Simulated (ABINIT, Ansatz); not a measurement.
# Quasiparticle gap of Rb2Pd (Fm-3m) in ABINIT, part 3 of 3

How does a plane-wave GW calculation on Rb2Pd (Fm-3m) run from the first input to the gap?

ABINIT 10.8.3; PBEsol and many-body steps on it, plane waves. Known limits of the many-body steps: not at the basis limit; no spin polarisation; d states lean on the start; no spin-orbit coupling; coarse k mesh.

So far. Step 4 (Empty states on the mesh, 2×2×2 mesh, 269 bands): On this mesh the gap is 0.859 eV. Step 5 (Screening, 2×2×2 mesh, 245 bands, screening to 176.9 eV): Local fields lower ε∞ by 32 %. On a Γ-centred mesh this coarse the value itself is usually too large, while a short band sum pulls it down.

In doubt: a PseudoDojo file used here is known to give poor structures and forces, which bears on pressures, cells, forces and phonons.

### Step 6. Self-energy, 2×2×2 mesh, 245 bands, screening to 176.9 eV

The self-energy is evaluated for the states that the input lists, and the levels follow from it, in one-shot runs by the linearised quasiparticle equation.

This step: G0W0 on PBEsol, plane waves, norm-conserving pseudopotentials.

run.abi

```
acell 3*1.0 Angstrom
rprim 
  -0.000000000000 4.123218000000 4.123218000000
  4.123218000000 0.000000000000 4.123218000000
  4.123218000000 4.123218000000 0.000000000000
ntypat 2
znucl 37 46
natom 3
typat 1 1 2
xred 
  0.250000000000 0.250000000000 0.250000000000
  0.750000000000 0.750000000000 0.750000000000
  0.000000000000 0.000000000000 0.000000000000
pp_dirpath "pseudos"
pseudos "Rb.upf, Pd.upf"
ecut 37
ngkpt 2 2 2
nshiftk 1
shiftk 0 0 0
kptopt 1
chksymbreak 0
istwfk *1
occopt 1
irdwfk 1
optdriver 4
nband 245
gwcalctyp 0
ecutsigx 37
symsigma 1
nkptgw 3
kptgw 
  0.5000000000 0.5000000000 0.0000000000
  0.5000000000 0.0000000000 0.0000000000
  0.0000000000 0.0000000000 0.0000000000
bdgw 
  17 20
  16 21
  16 21
ecuteps 6.5
irdscr 1
ppmodel 1
indata_prefix "in"
outdata_prefix "out"
tmpdata_prefix "tmp"
```

Run with:

```bash
$ OMP_NUM_THREADS=1 mpirun -n 4 abinit run.abi > log
```

Numbers of over 12 decimals in the logs are rounded to 6 here.

Log:

```text
.Version 10.8.3 of ABINIT. v10.8.2 released Aug 2026.

 Symmetries : space group Fm -3 m (#225); Bravais cF (face-center cubic)
[... echo of the input left out ...]
== DATASET  1 ==================================================================
-   mpi_nproc: 4, omp_nthreads: 1 (-1 if OMP is not activated)

--- !DatasetInfo
iteration_state: {dtset: 1, }
dimensions: {natom: 3, nkpt: 3, mband: 245, nsppol: 1, nspinor: 1, nspden: 1, mpw: 10200, }
cutoff_energies: {ecut:  37.0, pawecutdg:  -1.0, }
electrons: {nelect:   3.60000000E+01, charge:   0.00000000E+00, occopt:   1.00000000E+00, tsmear:   1.00000000E-02, }

 SIGMA: Calculation of the GW corrections

 Based on a program developped by R.W. Godby, V. Olevano, G. Onida, and L. Reining.
 Incorporated in ABINIT by V. Olevano, G.-M. Rignanese, and M. Torrent.
.Using double precision arithmetic ; gwpc =  8

[... cell and pseudopotentials left out ...]
--------------------------------------------------------------------------------

 ==== K-mesh for the wavefunctions ====
 Number of points in the irreducible wedge :     3
[... list of points left out ...]
 Together with 48 symmetry operations and time-reversal symmetry
 yields     8 points in the full Brillouin Zone.

 ==== Q-mesh for screening function ====
 Number of points in the irreducible wedge :     3
[... list of points left out ...]
 Together with 48 symmetry operations and time-reversal symmetry
 yields     8 points in the full Brillouin Zone.

 vcoul_init : cutoff-mode = AUXILIARY_FUNCTION
 q-points for optical limit:   1
     1)      0.000010    0.000020    0.000030
 setmesh: FFT mesh size selected  =    64x   64x   64
          total number of points  =       262144

 Number of electrons calculated from density =   36.0000; Expected =   36.0000
 average of density, n =  0.038051
 r_s =    1.8444
 omega_plasma =   18.8165 [eV]

 === KS Band Gaps ===
  >>>> For spin  1
   Minimum direct gap =   0.8896 [eV], located at k-point      :   0.5000  0.5000  0.0000
   Fundamental gap    =   0.8589 [eV], Top of valence bands at :   0.5000  0.5000  0.0000
                                       Bottom of conduction at :   0.5000  0.0000  0.0000
 SIGMA fundamental parameters:
 PLASMON POLE MODEL  1
 number of plane-waves for SigmaX                10081
 number of plane-waves for SigmaC and W            725
 number of plane-waves for wavefunctions         10081
 number of bands                                   245
 number of independent spin polarizations            1
 number of spinorial components                      1
 number of k-points in IBZ                           3
 number of q-points in IBZ                           3
 number of symmetry operations                      48
 number of k-points in BZ                            8
 number of q-points in BZ                            8
 number of frequencies for dSigma/dE                 9
 frequency step for dSigma/dE [eV]                0.25
 number of omega for Sigma on real axis              0
 max omega for Sigma on real axis  [eV]           0.00
 zcut for avoiding poles [eV]                     0.10

 EPSILON^-1 parameters (SCR file):
 dimension of the eps^-1 matrix on file            725
 dimension of the eps^-1 matrix used               725
 number of plane-waves for wavefunctions         10081
 number of bands                                   245
 number of q-points in IBZ                           3
 number of frequencies                               2
 number of real frequencies                          1
 number of imag frequencies                          1

 matrix elements of self-energy operator (all in [eV])

 Perturbative Calculation

--- !SelfEnergy_ee
iteration_state: {dtset: 1, }
kpoint     : [   0.500,    0.500,    0.000, ]
spin       : 1
KS_gap     :    0.890
QP_gap     :    1.753
Delta_QP_KS:    0.864
data: !SigmaeeData |
     Band     E0 <VxcDFT>   SigX SigC(E0)      Z dSigC/dE  Sig(E)    E-E0       E
       17   0.844 -21.418 -26.331   4.799   0.697  -0.435 -21.497  -0.079   0.764
       18   1.335  -9.673 -10.318  -0.008   0.765  -0.308 -10.173  -0.500   0.835
       19   2.225  -6.868  -3.364  -3.042   0.787  -0.271  -6.505   0.364   2.589
       20   3.809  -7.522  -4.450  -2.987   0.786  -0.273  -7.455   0.067   3.876

--- !SelfEnergy_ee
iteration_state: {dtset: 1, }
kpoint     : [   0.500,    0.000,    0.000, ]
spin       : 1
KS_gap     :    1.190
QP_gap     :    1.745
Delta_QP_KS:    0.555
data: !SigmaeeData |
     Band     E0 <VxcDFT>   SigX SigC(E0)      Z dSigC/dE  Sig(E)    E-E0       E
       16   0.813 -21.358 -26.412   4.891   0.697  -0.435 -21.472  -0.114   0.699
       17   0.813 -21.358 -26.412   4.891   0.697  -0.435 -21.472  -0.114   0.699
       18   1.004 -13.070 -15.087   1.508   0.744  -0.344 -13.449  -0.378   0.626
       19   2.194  -6.255  -3.035  -2.997   0.790  -0.265  -6.079   0.176   2.371
       20   4.586  -8.161  -4.103  -3.309   0.778  -0.286  -7.579   0.582   5.168
       21   4.586  -8.161  -4.103  -3.309   0.778  -0.286  -7.579   0.582   5.168

--- !SelfEnergy_ee
iteration_state: {dtset: 1, }
kpoint     : [   0.000,    0.000,    0.000, ]
spin       : 1
KS_gap     :    3.013
QP_gap     :    3.627
Delta_QP_KS:    0.614
data: !SigmaeeData |
     Band     E0 <VxcDFT>   SigX SigC(E0)      Z dSigC/dE  Sig(E)    E-E0       E
       16   0.839 -21.484 -26.554   4.912   0.697  -0.434 -21.594  -0.111   0.729
       17   0.839 -21.484 -26.554   4.912   0.697  -0.434 -21.594  -0.111   0.729
       18   0.839 -21.484 -26.554   4.912   0.697  -0.434 -21.594  -0.111   0.729
       19   3.852  -7.445  -3.579  -3.224   0.785  -0.275  -6.941   0.504   4.356
       20   3.852  -7.445  -3.579  -3.224   0.785  -0.275  -6.941   0.504   4.356
       21   3.852  -7.445  -3.579  -3.224   0.785  -0.275  -6.941   0.504   4.356

 New Fermi energy :        5.890581E-02 Ha ,    1.602909E+00 eV

 === QP Band Gaps ===
  >>>> For spin  1
   Minimum direct gap =   1.7447 [eV], located at k-point      :   0.5000  0.0000  0.0000
   Fundamental gap    =   1.5352 [eV], Top of valence bands at :   0.5000  0.5000  0.0000
                                       Bottom of conduction at :   0.5000  0.0000  0.0000

== END DATASET(S) ==============================================================
================================================================================

 -outvars: echo values of variables after computation  --------
           etotal      0.0000000000E+00
            nband         245
             nkpt           3
          spgroup         225
 [... the other variables as echoed above ...]

 Calculation completed.
```

It took 78 s on 4 MPI ranks of Arm Neoverse V2, shared host; peak memory 2.3 GiB.

This step gave:

| Quantity | Value |
| --- | --- |
| G0W0 gap on the points computed | 1.536 eV |
| starting gap on the mesh | 0.8591 eV |
| k of the valence top | 0.5, 0.5, 0 |
| k of the conduction bottom | 0.5, 0, 0 |
| Z at the valence top | 0.765 |
| Z at the conduction bottom | 0.79 |
| least direct G0W0 gap on the computed points | 1.672 eV |

The gap on the mesh goes from 0.86 eV to 1.54 eV, a correction of +0.68 eV.

Limits: finite bands, cutoff and mesh; no spin polarisation; d states lean on the start; no spin-orbit coupling; coarse k mesh. v1 is the top filled band, c1 the lowest empty one. Levels before and after the correction, in eV, zero at the valence-band top of each column:

```
           conduction bottom  valence top
Kohn-Sham               0.86         0.00
     G0W0               1.54         0.00
```

```
                     level  energy (eV)
Kohn-Sham   (0.5 0.5 0) v2       -0.491
Kohn-Sham   (0.5 0.5 0) v1        0.000
Kohn-Sham   (0.5 0.5 0) c1        0.890
Kohn-Sham   (0.5 0.5 0) c2        2.474
Kohn-Sham  (0.5 0 0) v3-v2       -0.522
Kohn-Sham     (0.5 0 0) v1       -0.331
Kohn-Sham     (0.5 0 0) c1        0.859
Kohn-Sham  (0.5 0 0) c2-c3        3.251
     G0W0   (0.5 0.5 0) v2       -0.071
     G0W0   (0.5 0.5 0) v1        0.000
     G0W0   (0.5 0.5 0) c1        1.754
     G0W0   (0.5 0.5 0) c2        3.041
     G0W0  (0.5 0 0) v3-v2       -0.136
     G0W0     (0.5 0 0) v1       -0.209
     G0W0     (0.5 0 0) c1        1.536
     G0W0  (0.5 0 0) c2-c3        4.333
```

### Step 7. Where the time went

Times are wall times on 4 MPI ranks of Arm Neoverse V2, shared host, good to a factor of about two.

```
                          step     time  share  memory (GiB)
                  ground state     29 s    9 %          0.63
bands along the symmetry lines     47 s   16 %          0.56
      empty states on the mesh  1.9 min   37 %          0.52
                     screening     38 s   13 %           2.1
                   self-energy     78 s   26 %           2.3
```

### Step 8. Outcome

```
PBEsol gap           : 0.86 eV, indirect (only 35 meV under the direct gap)
G0W0 gap on the mesh : 1.54 eV
GW settings          : 2×2×2 mesh, 245 bands, screening to 176.9 eV, Godby-Needs plasmon pole
known limits         : not at the basis limit; no spin polarisation; d states lean on the start; no spin-orbit coupling; coarse k mesh
```

In words: G0W0 moves the gap on the mesh from 0.86 eV to 1.54 eV (+0.68 eV), with Z of 0.77 and 0.79 at the edges. Local fields lower the RPA ε∞ on this mesh from 32.05 to 21.91; a Γ-centred mesh this coarse tends to raise both, most where the direct gap is narrow, while a short band sum lowers them. Bands and cutoff are finite, so the gap is not at the basis limit. The miss can reach some tenths of an eV and take either sign; the mesh is an error of its own. The 2×2×2 mesh is coarse for this cell, which bears on the long-range parts of exchange and screening. The runs have no spin polarisation. For a closed low-spin shell that is the natural state; where a d or f shell is open it is a constraint, and the gap is then not the crystal's own. With d states at the gap, one-shot GW leans hard on its start. The many-body steps are scalar-relativistic: spin-orbit coupling is not in them.

[Paths, hosts, dates, memory and timing lines, banners, echoed tables and standing remarks are left out of the program output.]

[Logs are printed without paths, hosts, clocks, repeated set-up lines and the standing remarks that a program may print on its own settings, such as how far it seeks lower states.]

[Runs of the session that timed out or met a known fault of the program may be left out.]

[Hosts, paths, dates, database ids (printed as entryN), source tags and the programs' standing remarks are cut or masked in the printed files.]

[G0W0 gaps are taken among the corrected bands and points alone; a level outside them can change the order at an edge.]

[Where Ansatz stands beside ABINIT at settings called matched, ABINIT's density can come from a denser mesh and the files from another edition; pairs whose starting gaps differed by over 0.03 eV were left out, so agreement reads better than it is.]
